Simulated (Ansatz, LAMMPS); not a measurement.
## Finding the fault: ionic liquid triethylsulfonium TFSI- with water at 300 K (120 atoms)

Program: Ansatz 0.2.0. The cell: 24 C, 9 S, 51 H, 3 N, 15 O and 18 F.

The input, input.yaml:

```yaml
crystal:
  lattice:
    - [10.61386, 0.0, 0.0]
    - [0.0, 10.61386, 0.0]
    - [0.0, 0.0, 10.61386]
  atoms:
    - { symbol: C, position: [0.4396, 0.58647, 0.50246] }
    - { symbol: C, position: [0.31244, 0.62946, 0.56897] }
    - { symbol: S, position: [0.21592, 0.7152, 0.44989] }
    - { symbol: C, position: [0.0962, 0.76861, 0.56183] }
    - { symbol: C, position: [0.00094, 0.67019, 0.60016] }
    - { symbol: C, position: [0.30663, 0.85864, 0.46522] }
    - { symbol: C, position: [0.36161, 0.89397, 0.34154] }
    - { symbol: H, position: [0.43194, 0.51121, 0.4303] }
    - { symbol: H, position: [0.47958, 0.66398, 0.44379] }
    - { symbol: H, position: [0.51021, 0.55732, 0.57134] }
    - { symbol: H, position: [0.26095, 0.54843, 0.59748] }
    - { symbol: H, position: [0.33634, 0.6921, 0.65145] }
    - { symbol: H, position: [0.13732, 0.80933, 0.64511] }
    - { symbol: H, position: [0.04966, 0.846, 0.51353] }
    - { symbol: H, position: [0.93802, 0.66577, 0.51901] }
    - { symbol: H, position: [0.93785, 0.71334, 0.67038] }
    - { symbol: H, position: [0.03317, 0.5734, 0.62159] }
    - { symbol: H, position: [0.23908, 0.93283, 0.47412] }
    [... 96 atom lines left out ...]
    - { symbol: O, position: [0.4208, 0.52425, 0.86047] }
    - { symbol: H, position: [0.38339, 0.43817, 0.85221] }
    - { symbol: H, position: [0.35226, 0.58686, 0.87658] }
    - { symbol: O, position: [0.068, 0.30112, 0.76891] }
    - { symbol: H, position: [0.01222, 0.37389, 0.74722] }
    - { symbol: H, position: [0.05398, 0.23133, 0.70718] }
kpoints:
  mp_grid: { grid: [1, 1, 1] }
hamiltonian:
  xc: pbe
  dispersion: d4
scf:
  occupations: { method: fixed }
  max_iter: 50
output:
  forces: true
basis:
  ecutwfc: "30 meV"
```

Command:

```console
ansatz run input.yaml --threads 4 --pin off --max-ram 8192MiB --backend cpu --events-out ev --progress --plain --runs-dir out
```

The program printed:

```text
Error: inconsistent input (basis.ecutwfc, kpoints): the smallest per-k basis holds n_pw = 1 plane waves (k-point 0, counted from 0 among those solved) but the deck needs at least 216 band(s) per channel, and no run solves more bands than the smallest per-k basis has plane waves; [...]
```

Wall time 0.05 s (4 threads of Arm Neoverse V2, shared host); peak memory 0.077 GiB.

**Question.** What is wrong with this input, and how is it mended?

A cutoff in the wrong unit: basis.ecutwfc = "30 meV".

The fix is to take out basis.ecutwfc.

The program refused it before any cycle.

[Logs are printed without paths, hosts, clocks, repeated set-up lines and the standing remarks that a program may print on its own settings, such as how far it seeks lower states.]

[Hosts, paths, dates, database ids (printed as entryN), source tags and the programs' standing remarks are cut or masked in the printed files.]
